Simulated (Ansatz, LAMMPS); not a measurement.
# Static equation of state of glassy 77SiO2-6B2O3-8CaO-8MgO (mol %) (142 atoms)

Density of this cell: 2.46 g/cm³. The cell holds 142 atoms: 37 Si, 6 B, 4 Ca, 4 Mg and 91 O. Its edges and angles: a = 12.450 Å, b = 12.092 Å, c = 12.668 Å, α = 90.8°, β = 90.8°, γ = 92.2°. The starting structure: 142 atoms (37 Si, 6 B, 4 Ca, 4 Mg, 91 O) placed at random at 2.31 g/cm³, melted at 3000 K for 20 ps at fixed volume with the Buckingham and Coulomb pair potential of Guillot and Sator (Geochim. Cosmochim. Acta 71, 1249 (2007)) with the boron terms of Wang et al. (J. Non-Cryst. Solids 498, 294 (2018)). Quenched from 3000 K to 300 K at 1000 K/ps and fixed volume, held 10 ps at zero pressure.

Calculated with Ansatz 0.2.0: Kohn-Sham DFT, PBE, PAW (set soft_2), plane waves; cutoff 420 eV, Γ point, fixed occupations. Cell and atoms were relaxed first, to V0 = 13.417 Å³ an atom at a residual P0 = 0.021 GPa. The cell was then scaled evenly, and the atoms were relaxed at each volume.

| volume (Å³/atom) | pressure (GPa) |
| --- | --- |
| 12.075 | ? |
| 12.612 | 2.649 |
| 13.015 | 1.299 |
| 13.820 | -0.9610 |
| 14.222 | -1.601 |

Task: Fit the third-order Birch–Murnaghan equation to the rows given and extrapolate to the withheld row.

**Working.**

Take the Eulerian strain f = ½[(V0/V)^(2/3) − 1] and the normalised pressure F = (P − P0) / [3f(1 + 2f)^(5/2)]. The third-order Birch–Murnaghan equation is then the line F = B0 + (3/2)B0(B′ − 4) f, so u = f and v = F.

| u = f | v = F (GPa) |
| --- | --- |
| 0.0210564 | 37.5348 |
| 0.0102568 | 39.4816 |
| -0.00975655 | 35.2262 |
| -0.0190506 | 31.2674 |

With n = 4: mean u = 6.2652e-4, mean v = 35.8775, Σ(u − ū)² = 0.0010051, Σ(u − ū)(v − v̄) = 0.16604. Slope b = 0.16604 / 0.0010051 = 165.20; intercept a = v̄ − b ū = 35.774.

So B0 = a = 35.8 GPa and B′ = 4 + 2b/(3a) = 7.08. At the withheld volume f = 0.03638, F = a + b f = 41.78 GPa, and P = P0 + 3f(1 + 2f)^(5/2) F.

Prediction at 12.075: 5.457 GPa. The run gave 4.436 GPa, so the fit is high by 1.0 GPa (23 % of the value).

The series isn't one smooth equation of state: even a line fitted to all rows, the withheld one included, misses F by up to 9.8 %, the count of bonds changes along the series and an atom moves over 0.5 Å in some relaxation. B0 and B′ are then only the numbers of this fit, not moduli of the material. Among the rows given, the largest miss of the fit is at 12.612, by 0.12 GPa (2.0 % of the range of the table).

Limits: Static cells at zero temperature; the cell shape is held. The program notes that the SCF threshold of these relaxations is loose for the stress. The quench rate of 1000 K/ps is many orders above laboratory rates, so the cell is likely richer in defects and strain than a real sample. The network of bonds at the start is that of the classical potential that made the cell, and needn't be the one that DFT or experiment would give. Only the Γ point is sampled, in a cell whose shortest periodic width is 12 Å.

[Hosts, paths, dates, database ids (printed as entryN), source tags and the programs' standing remarks are cut or masked in the printed files.]
